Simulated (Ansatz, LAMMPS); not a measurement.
# Structural relaxation of a frame of liquid mixture of acetonitrile and H2O from 300 K (204 atoms), part 2 of 3

Aim: bring a frame of liquid mixture of acetonitrile and H2O from 300 K (204 atoms) to a nearby minimum of the energy and see what moves.

Ansatz 0.2.0; Kohn-Sham DFT, RPBE+D4, PAW (set soft_2), plane waves.

The cell: 58 C, 29 N, 107 H and 10 O. The network of contacts between molecules at the start is that of the classical potential that made the cell. The Brillouin zone is sampled at Γ only, in a cell whose shortest periodic width is 14 Å.

So far. Step 3 (Single point at the start): Neighbours are counted within 1.34 Å (H-C), 1.21 Å (H-O), 1.85 Å (C-C), 1.62 Å (C-N).

### Step 4. Cell and atoms relaxed

The cell is relaxed with the atoms, since the starting lattice needn't suit this functional.

The input, input.yaml:

```yaml
crystal:
  lattice:
    - [13.62937, 0.0, 0.0]
    - [0.0, 13.62937, 0.0]
    - [0.0, 0.0, 13.62937]
  atoms:
    [... the 204 atom lines of step 3 ...]
kpoints:
  mp_grid: { grid: [1, 1, 1] }
hamiltonian:
  xc: rpbe
  dispersion: d4
scf:
  occupations: { method: fermi_dirac, width: 0.05 }
output:
  forces: true
relax:
  f_tol: 0.05
  max_steps: 200
  cell: {}
```

Command:

```sh
> ansatz run input.yaml --threads 4 --pin off --max-ram 8192MiB --backend cpu --events-out ev --progress --plain --runs-dir out
```

Numbers of over 12 decimals in the logs are rounded to 6 here.

What it wrote:

```text
[...]
Crystal: 204 atoms, lattice volume = 2531.788 Å³
Basis set: ecut = 420 eV, 49509 PW (Γ), exchange–correlation on 192×192×192 points (8 copies of the dense FFT grid, shifted against one another)
Bands: 476, of which v1, the nominal top of the filled ones, is band 272 counted from 1 (271 counted from 0)
Symmetry: 1 space group operations
[...]
k-points: 1
[...]
SCF iter   1: F=—  HF=-33239.009549 eV  |F-HF|=—  |Δ(HF+E_count)|=         —  Δρ=5.58e-3  dr2=7.41e-1  ethr=1.77e-3  ⟨swp⟩=6.0  Hψ=2174  notcnv=0  defer=50
[...]
SCF iter  11: F=-33238.962791 eV  HF=-33238.962791 eV  |F-HF|=2.50e-8  |Δ(HF+E_count)|=   6.20e-8  Δρ=9.69e-7  dr2=2.59e-8  ethr=1.84e-11  ⟨swp⟩=4.0  Hψ=1159  notcnv=0
SCF 1 converged in 11 iterations: F = -33238.962791 eV  dr2 = 2.59e-8
[...]
relax step   1: F+E_penalty+E_count = -33238.96279125 eV  Δ(F+E_penalty+E_count) = +0.000e0 eV  max|allowed force component| = 3.715e0 eV/Å  Δτ_max = 0.0000 Å  P = +0.284 GPa  Ω = 2531.788 Å³  (11 SCF iters, dr2 threshold 1.00e-7 eV, accepted)
[... from here on, the SCF cycles and remarks between the steps are left out ...]
relax step   2: F+E_penalty+E_count = -33243.92958368 eV  Δ(F+E_penalty+E_count) = -4.967e0 eV  max|allowed force component| = 1.303e0 eV/Å  Δτ_max = 0.1949 Å  P = -0.192 GPa  Ω = 2587.049 Å³  energy of the carried Pulay correction = -1.181e-1 eV  (8 SCF iters, dr2 threshold 2.04e-5 eV, accepted)
relax step   3: F+E_penalty+E_count = -33245.14861365 eV  Δ(F+E_penalty+E_count) = -1.219e0 eV  max|allowed force component| = 8.531e-1 eV/Å  Δτ_max = 0.1918 Å  P = -0.347 GPa  Ω = 2600.463 Å³  energy of the carried Pulay correction = -1.463e-1 eV  (8 SCF iters, dr2 threshold 2.04e-5 eV, accepted)
relax step   4: F+E_penalty+E_count = -33245.72422089 eV  Δ(F+E_penalty+E_count) = -5.756e-1 eV  max|allowed force component| = 5.783e-1 eV/Å  Δτ_max = 0.2000 Å  P = -0.253 GPa  Ω = 2564.449 Å³  energy of the carried Pulay correction = -7.009e-2 eV  (8 SCF iters, dr2 threshold 2.04e-5 eV, accepted)
relax step   5: F+E_penalty+E_count = -33246.15633912 eV  Δ(F+E_penalty+E_count) = -4.321e-1 eV  max|allowed force component| = 6.837e-1 eV/Å  Δτ_max = 0.1944 Å  P = -0.416 GPa  Ω = 2547.052 Å³  energy of the carried Pulay correction = -3.287e-2 eV  (8 SCF iters, dr2 threshold 2.04e-5 eV, accepted)
relax step   6: F+E_penalty+E_count = -33246.41396262 eV  Δ(F+E_penalty+E_count) = -2.576e-1 eV  max|allowed force component| = 6.077e-1 eV/Å  Δτ_max = 0.1956 Å  P = -0.356 GPa  Ω = 2544.552 Å³  energy of the carried Pulay correction = -2.750e-2 eV  (8 SCF iters, dr2 threshold 2.04e-5 eV, accepted)
relax step   7: F+E_penalty+E_count = -33246.53920997 eV  Δ(F+E_penalty+E_count) = -1.252e-1 eV  max|allowed force component| = 4.350e-1 eV/Å  Δτ_max = 0.1426 Å  P = +0.019 GPa  Ω = 2547.377 Å³  energy of the carried Pulay correction = -3.357e-2 eV  (8 SCF iters, dr2 threshold 2.04e-5 eV, accepted)
relax step   8: F+E_penalty+E_count = -33246.63734807 eV  Δ(F+E_penalty+E_count) = -9.814e-2 eV  max|allowed force component| = 9.218e-1 eV/Å  Δτ_max = 0.1950 Å  P = -0.469 GPa  Ω = 2524.593 Å³  energy of the carried Pulay correction = +1.556e-2 eV  (8 SCF iters, dr2 threshold 1.18e-5 eV, accepted)
relax step   9: F+E_penalty+E_count = -33246.82195970 eV  Δ(F+E_penalty+E_count) = -1.846e-1 eV  max|allowed force component| = 6.498e-2 eV/Å  Δτ_max = 0.2000 Å  P = -0.051 GPa  Ω = 2522.721 Å³  energy of the carried Pulay correction = +1.962e-2 eV  (7 SCF iters, dr2 threshold 2.04e-5 eV, accepted)
relax step  10: F+E_penalty+E_count = -33246.87840461 eV  Δ(F+E_penalty+E_count) = -5.644e-2 eV  max|allowed force component| = 5.188e-2 eV/Å  Δτ_max = 0.2000 Å  P = -0.034 GPa  Ω = 2521.781 Å³  energy of the carried Pulay correction = +2.166e-2 eV  (9 SCF iters, dr2 threshold 2.64e-7 eV, accepted)
relax step  11: F+E_penalty+E_count = -33246.91130671 eV  Δ(F+E_penalty+E_count) = -3.290e-2 eV  max|allowed force component| = 3.494e-1 eV/Å  Δτ_max = 0.1947 Å  P = -0.143 GPa  Ω = 2520.190 Å³  energy of the carried Pulay correction = +2.511e-2 eV  (9 SCF iters, dr2 threshold 1.68e-7 eV, accepted)
relax step  12: F+E_penalty+E_count = -33246.93051224 eV  Δ(F+E_penalty+E_count) = -1.921e-2 eV  max|allowed force component| = 3.674e-1 eV/Å  Δτ_max = 0.1961 Å  P = -0.031 GPa  Ω = 2523.642 Å³  energy of the carried Pulay correction = +1.762e-2 eV  (7 SCF iters, dr2 threshold 7.63e-6 eV, accepted)
relax step  13: F+E_penalty+E_count = -33246.96801220 eV  Δ(F+E_penalty+E_count) = -3.750e-2 eV  max|allowed force component| = 7.316e-1 eV/Å  Δτ_max = 0.1171 Å  P = -0.167 GPa  Ω = 2517.941 Å³  energy of the carried Pulay correction = +2.999e-2 eV  (7 SCF iters, dr2 threshold 8.44e-6 eV, accepted)
relax step  14: F+E_penalty+E_count = -33247.02064377 eV  Δ(F+E_penalty+E_count) = -5.263e-2 eV  max|allowed force component| = 1.218e-1 eV/Å  Δτ_max = 0.2000 Å  P = -0.008 GPa  Ω = 2520.455 Å³  energy of the carried Pulay correction = +2.453e-2 eV  (7 SCF iters, dr2 threshold 2.04e-5 eV, accepted)
[...]
relax step  46: F+E_penalty+E_count = -33247.20989318 eV  Δ(F+E_penalty+E_count) = -1.124e-3 eV  max|allowed force component| = 3.652e-1 eV/Å  Δτ_max = 0.1968 Å  P = -0.110 GPa  Ω = 2517.395 Å³  energy of the carried Pulay correction = +3.117e-2 eV  (9 SCF iters, dr2 threshold 5.56e-7 eV, accepted)
relax step  47: F+E_penalty+E_count = -33247.21770651 eV  Δ(F+E_penalty+E_count) = -7.813e-3 eV  max|allowed force component| = 3.284e-1 eV/Å  Δτ_max = 0.0430 Å  P = +0.059 GPa  Ω = 2515.985 Å³  energy of the carried Pulay correction = +3.424e-2 eV  (7 SCF iters, dr2 threshold 8.33e-6 eV, accepted)
relax step  48: F+E_penalty+E_count = -33247.22279306 eV  Δ(F+E_penalty+E_count) = -5.087e-3 eV  max|allowed force component| = 1.496e-2 eV/Å  Δτ_max = 0.0610 Å  P = -0.003 GPa  Ω = 2516.840 Å³  energy of the carried Pulay correction = +3.238e-2 eV  (7 SCF iters, dr2 threshold 6.74e-6 eV, accepted)
relax step  49: F+E_penalty+E_count = -33247.22557430 eV  Δ(F+E_penalty+E_count) = -2.781e-3 eV  max|allowed force component| = 2.964e-1 eV/Å  Δτ_max = 0.1449 Å  P = -0.062 GPa  Ω = 2516.684 Å³  energy of the carried Pulay correction = +3.272e-2 eV  (12 SCF iters, accepted)
relax step  50: F+E_penalty+E_count = -33247.22972987 eV  Δ(F+E_penalty+E_count) = -4.156e-3 eV  max|allowed force component| = 1.253e-1 eV/Å  Δτ_max = 0.0231 Å  P = -0.026 GPa  Ω = 2516.409 Å³  energy of the carried Pulay correction = +3.332e-2 eV  (5 SCF iters, dr2 threshold 5.49e-6 eV, accepted)
relax step  51: F+E_penalty+E_count = -33247.24449838 eV  Δ(F+E_penalty+E_count) = -1.477e-2 eV  max|allowed force component| = 7.758e-2 eV/Å  Δτ_max = 0.0717 Å  P = +0.008 GPa  Ω = 2509.214 Å³  energy of the carried Pulay correction = +4.897e-2 eV  (7 SCF iters, dr2 threshold 9.82e-7 eV, rejected (line search))
relax step  52: F+E_penalty+E_count = -33247.23307063 eV  Δ(F+E_penalty+E_count) = -3.341e-3 eV  max|allowed force component| = 4.392e-2 eV/Å  Δτ_max = 0.0347 Å  P = -0.007 GPa  Ω = 2515.842 Å³  energy of the carried Pulay correction = +3.455e-2 eV  (11 SCF iters, accepted)
relax step  53: F+E_penalty+E_count = -33247.21187973 eV  Δ(F+E_penalty+E_count) = +2.119e-2 eV  max|allowed force component| = 4.472e-2 eV/Å  Δτ_max = 0.0000 Å  P = -0.023 GPa  Ω = 2515.842 Å³  stress off target by 8.56e-2 GPa  SCF on the basis re-selected at this cell (its energy is not comparable with the rows above)  (7 SCF iters)
relax step  54: F+E_penalty+E_count = -33247.23391575 eV  Δ(F+E_penalty+E_count) = -2.204e-2 eV  max|allowed force component| = 9.363e-2 eV/Å  Δτ_max = 0.0974 Å  P = -0.017 GPa  Ω = 2509.010 Å³  energy of the carried Pulay correction = +1.421e-2 eV  (10 SCF iters, dr2 threshold 1.83e-8 eV, accepted)
relax step  55: F+E_penalty+E_count = -33247.24987949 eV  Δ(F+E_penalty+E_count) = -1.596e-2 eV  max|allowed force component| = 1.828e-1 eV/Å  Δτ_max = 0.1451 Å  P = -0.056 GPa  Ω = 2503.156 Å³  energy of the carried Pulay correction = +2.594e-2 eV  (9 SCF iters, dr2 threshold 5.48e-7 eV, accepted)
relax step  56: F+E_penalty+E_count = -33247.25092344 eV  Δ(F+E_penalty+E_count) = -1.044e-3 eV  max|allowed force component| = 1.281e-1 eV/Å  Δτ_max = 0.0513 Å  P = -0.016 GPa  Ω = 2504.483 Å³  energy of the carried Pulay correction = +2.303e-2 eV  (7 SCF iters, dr2 threshold 2.09e-6 eV, accepted)
relax step  57: F+E_penalty+E_count = -33247.25128376 eV  Δ(F+E_penalty+E_count) = -3.603e-4 eV  max|allowed force component| = 4.645e-2 eV/Å  Δτ_max = 0.0474 Å  P = -0.002 GPa  Ω = 2505.209 Å³  energy of the carried Pulay correction = +2.145e-2 eV  (7 SCF iters, dr2 threshold 1.03e-6 eV, accepted)
relax step  58: F+E_penalty+E_count = -33247.23336963 eV  Δ(F+E_penalty+E_count) = +1.791e-2 eV  max|allowed force component| = 4.638e-2 eV/Å  Δτ_max = 0.0000 Å  P = -0.007 GPa  Ω = 2505.209 Å³  stress off target by 3.99e-2 GPa  SCF on the basis re-selected at this cell (its energy is not comparable with the rows above)  (7 SCF iters)
[...]
SCF converged after 7 iterations
Free energy (F): -33247.233370 eV
[...]
Internal energy: -33247.233370 eV  (E = F + TS)
E sigma→0 (E₀):  -33247.233370 eV
Fermi energy:    0.620845 eV
[...]
--- Forces (eV/Å), atoms counted from 1 ---
  atom   1  C      0.00024404    -0.00298585     0.00528394
  atom   2  C     -0.00205203     0.00371139    -0.01204618
  atom   3  N      0.00418877     0.00275667     0.00570428
  atom   4  H     -0.00426066    -0.00400940    -0.00809557
  atom   5  H     -0.00053113     0.00142744     0.00252079
  atom   6  H      0.01020033    -0.00318073    -0.00235286
  atom   7  C     -0.00155660    -0.00072902    -0.00006152
  atom   8  C      0.00259185     0.00187039     0.00169492
  atom   9  N     -0.00037780     0.00035639    -0.00011373
  atom  10  H     -0.00087545    -0.00151070     0.00135538
  atom  11  H     -0.00023312     0.00035615    -0.00122452
  atom  12  H      0.00014149    -0.00174779    -0.00237767
  atom  13  C     -0.00394387     0.00215210    -0.00069436
  atom  14  C      0.00257996     0.00204075     0.00598877
[...]
atom 203  H     -0.00224763     0.00408069     0.00002169
  atom 204  H      0.00109986    -0.00053797    -0.00174766
  max |Σ_I F_I| component: 1.68e-5 eV/Å
--- Stress (GPa, compression-positive) ---
       -0.010809       0.013458      -0.002667
        0.013458      -0.033135      -0.006945
       -0.002667      -0.006945       0.022961
  P = ⅓ Tr σ = -0.0070 GPa (-0.070 kbar)
--- Relaxed structure (56 steps of the walk, 51 accepted, 2 SCFs on fresh bases) ---
  F+E_penalty+E_count = -33247.23336963 eV   max|allowed force component| = 4.638e-2 eV/Å   (the final SCF, on the basis selected at the relaxed cell)
  cell:  # Å, volume = 2505.2092 Å³
    - [13.598292, 0.125139, -0.029633]
    - [0.125139, 13.289639, -0.101257]
    - [-0.029633, -0.101257, 13.864690]
  atoms:
    - { symbol: C, position: [0.659063, 0.304947, 0.581732] }
    - { symbol: C, position: [0.746560, 0.364972, 0.595002] }
    - { symbol: N, position: [0.817346, 0.411883, 0.605997] }
    - { symbol: H, position: [0.666905, 0.236200, 0.624250] }
[...]
- { symbol: H, position: [0.104244, 0.565201, 0.247765] }
```

The job ended after 14 min (4 threads of Intel Xeon 6975P-C (Granite Rapids), shared host; peak memory 3.6 GiB).

Relaxation path (22 of 58):

```tsv
step	energy less that of the first step (eV)	largest force component (eV/Å)	pressure (GPa)	volume (Å³)
1	0.0000	3.7150	0.28	2531.79
4	-6.7614	0.5783	-0.25	2564.45
6	-7.4512	0.6077	-0.36	2544.55
9	-7.8592	0.0650	-0.05	2522.72
12	-7.9677	0.3674	-0.03	2523.64
15	-7.9551	1.0759	-0.39	2519.12
17	-8.1039	0.0999	-0.05	2515.43
20	-8.1287	0.2573	-0.13	2520.20
23	-8.1707	0.3667	-0.10	2511.48
25	-8.1847	0.0228	0.01	2513.18
28	-8.1929	0.1648	-0.05	2515.05
31	-8.2018	0.3496	-0.08	2516.42
34	-8.2147	0.3547	-0.03	2515.15
36	-8.1677	0.2568	-0.01	2524.46
39	-8.2275	0.0653	-0.01	2516.26
42	-8.2395	0.1098	-0.03	2513.96
44	-8.2393	0.2685	-0.05	2517.30
47	-8.2549	0.3284	0.06	2515.99
50	-8.2669	0.1253	-0.03	2516.41
53*	-8.2491	0.0447	-0.02	2515.84
55	-8.2871	0.1828	-0.06	2503.16
58*	-8.2706	0.0464	-0.01	2505.21
```

Relaxation steps marked * repeat the geometry before them on a plane-wave basis chosen anew for their cell, so energy and pressure can jump there. Other such steps can lie between the rows shown. Relaxation steps 15, 26, 36, 40, 51 were tried and not accepted.

```tsv
cell as run	before	after	change
a (Å)	13.629	13.599	-0.2 %
b (Å)	13.629	13.291	-2.5 %
c (Å)	13.629	13.865	+1.7 %
α (°)	90.00	90.86	+1.0 %
β (°)	90.00	90.25	+0.3 %
γ (°)	90.00	88.93	-1.2 %
volume (Å³/atom)	12.41	12.28	-1.0 %
```

The atoms that moved most (Å, as changes of fractional coordinates times the final cell):

```tsv
atom	dx	dy	dz	length
H6	0.501	0.879	-1.801	2.066
H4	0.272	-0.471	-1.747	1.829
H34	1.645	0.387	-0.527	1.770
H42	-0.594	-1.636	-0.034	1.741
H54	0.281	0.356	-1.605	1.668
H168	-0.595	0.784	-1.339	1.662
H130	-0.989	0.164	1.254	1.605
H162	0.289	-0.464	1.507	1.603
```

The relaxation changed the energy by -40.5 meV/atom, and atoms moved by 0.77 Å r.m.s., 2.1 Å at most.

### Step 5. Distances and neighbours after relaxation

Bonds before and after, by the cutoffs listed below:

```tsv
pair	bonds before	bonds after	mean before (Å)	mean after (Å)	spread before (Å)	spread after (Å)
H-C	87	87	1.092	1.097	0.031	0.001
H-O	20	20	1.000	0.983	0.000	0.006
C-C	29	29	1.455	1.453	0.030	0.002
C-N	29	29	1.167	1.165	0.016	0.001
```

Density 0.908 g/cm³, 12.28 Å³ an atom.

Pair distribution functions g(r), in bins of 0.2 Å:

```tsv
r (Å)	total	H-H	H-C	H-N	H-O	C-C	C-N
0.90	1.01	0.00	0.00	0.00	19.60	0.00	0.00
1.10	4.61	0.00	12.10	0.00	0.00	0.00	12.45
1.30	0.00	0.00	0.00	0.00	0.00	0.00	0.00
1.50	0.84	0.71	0.00	0.00	0.00	7.90	0.00
1.70	1.37	4.70	0.00	0.00	1.48	0.00	0.00
1.90	0.19	0.10	0.00	0.71	1.09	0.00	0.00
2.10	0.98	0.00	3.21	0.15	0.00	0.00	0.00
2.30	0.14	0.36	0.00	0.12	0.52	0.00	0.00
2.50	0.44	0.73	0.00	1.13	1.34	0.00	0.00
2.70	0.70	0.66	0.09	1.45	0.65	0.00	2.50
2.90	0.51	0.85	0.30	0.69	0.45	0.00	0.00
3.10	1.03	0.80	0.40	3.89	1.94	0.00	0.00
3.30	0.90	0.84	1.21	0.77	2.48	0.11	0.57
3.50	1.23	0.81	1.17	1.08	1.73	0.43	3.62
3.70	1.21	0.92	1.23	0.89	0.87	1.42	2.74
3.90	1.28	1.20	1.25	0.98	1.46	1.79	1.25
4.10	1.17	0.88	1.12	1.41	1.50	1.41	1.10
4.30	1.06	1.25	0.95	0.94	0.96	1.62	0.57
4.50	1.10	1.12	1.13	1.05	0.83	1.50	0.62
4.70	1.15	1.18	1.27	0.77	0.84	1.54	1.13
4.90	1.01	1.19	1.15	0.72	0.69	1.04	0.60
5.10	1.03	1.10	1.09	0.70	1.06	1.44	0.89
5.30	0.90	0.99	0.98	0.66	0.83	1.01	0.68
5.50	0.90	0.97	1.00	0.71	0.86	0.82	0.72
5.70	0.88	1.05	0.84	0.72	0.81	0.89	0.77
5.90	0.92	0.95	0.91	1.01	1.12	0.88	0.63
6.10	0.96	0.95	0.98	0.95	0.95	0.94	0.98
6.30	0.99	0.99	0.97	1.02	0.99	0.66	1.21
```

Bonds by pair of elements; cutoffs follow the first minimum of g(r), held within bounds set by covalent radii, and pairs that aren't listed don't count as bonded:

```tsv
pair A-B	cutoff (Å)	bonds	mean length (Å)	spread (Å)	shortest (Å)	B about A	A about B
H-C	1.34	87	1.10	0.001	1.09	0.813	1.5
H-O	1.21	20	0.983	0.006	0.972	0.187	2
C-C	1.85	29	1.45	0.002	1.45	1	1
C-N	1.62	29	1.17	0.001	1.16	0.5	1
```

How many atoms have how many bonded neighbours:

```tsv
element	mean	1	2	4
C	3	0	29	29
H	1	107	0	0
N	1	29	0	0
O	2	0	10	0
```

Bond angles, per cent of each kind in bins of 5°:

```tsv
angle (°)	H-C-H	C-C-H	C-C-N	H-O-H
100–105	0.0	0.0	0.0	50.0
105–110	87.4	78.2	0.0	50.0
110–115	12.6	21.8	0.0	0.0
115–120	0.0	0.0	0.0	0.0
120–125	0.0	0.0	0.0	0.0
125–130	0.0	0.0	0.0	0.0
130–135	0.0	0.0	0.0	0.0
135–140	0.0	0.0	0.0	0.0
140–145	0.0	0.0	0.0	0.0
145–150	0.0	0.0	0.0	0.0
150–155	0.0	0.0	0.0	0.0
155–160	0.0	0.0	0.0	0.0
160–165	0.0	0.0	0.0	0.0
165–170	0.0	0.0	0.0	0.0
170–175	0.0	0.0	0.0	0.0
175–180	0.0	0.0	100.0	0.0
```

Bond angles (no mean is given where the spread exceeds 20°):

```tsv
angle	count	mean (°)	spread (°)
H-C-H	87	109	0.6
C-C-H	87	110	0.5
C-C-N	29	179	0.3
H-O-H	10	105	1.6
```

Bond length by coordination (bonds to H left out):

```tsv
element	coordination	atoms	mean bond length (Å)
C	2	29	1.31
C	4	29	1.45
```

With the cutoffs above, 50 % of C atoms have 2 and as many 4, all H atoms have 1, all N atoms have 1 and all O atoms have 2 bonded neighbours. The H-C-H angle averages 109° with a spread of 0.6°.

[end of part 2 of 3]

[Logs are printed without paths, hosts, clocks, repeated set-up lines and the standing remarks that a program may print on its own settings, such as how far it seeks lower states.]

[Hosts, paths, dates, database ids (printed as entryN), source tags and the programs' standing remarks are cut or masked in the printed files.]
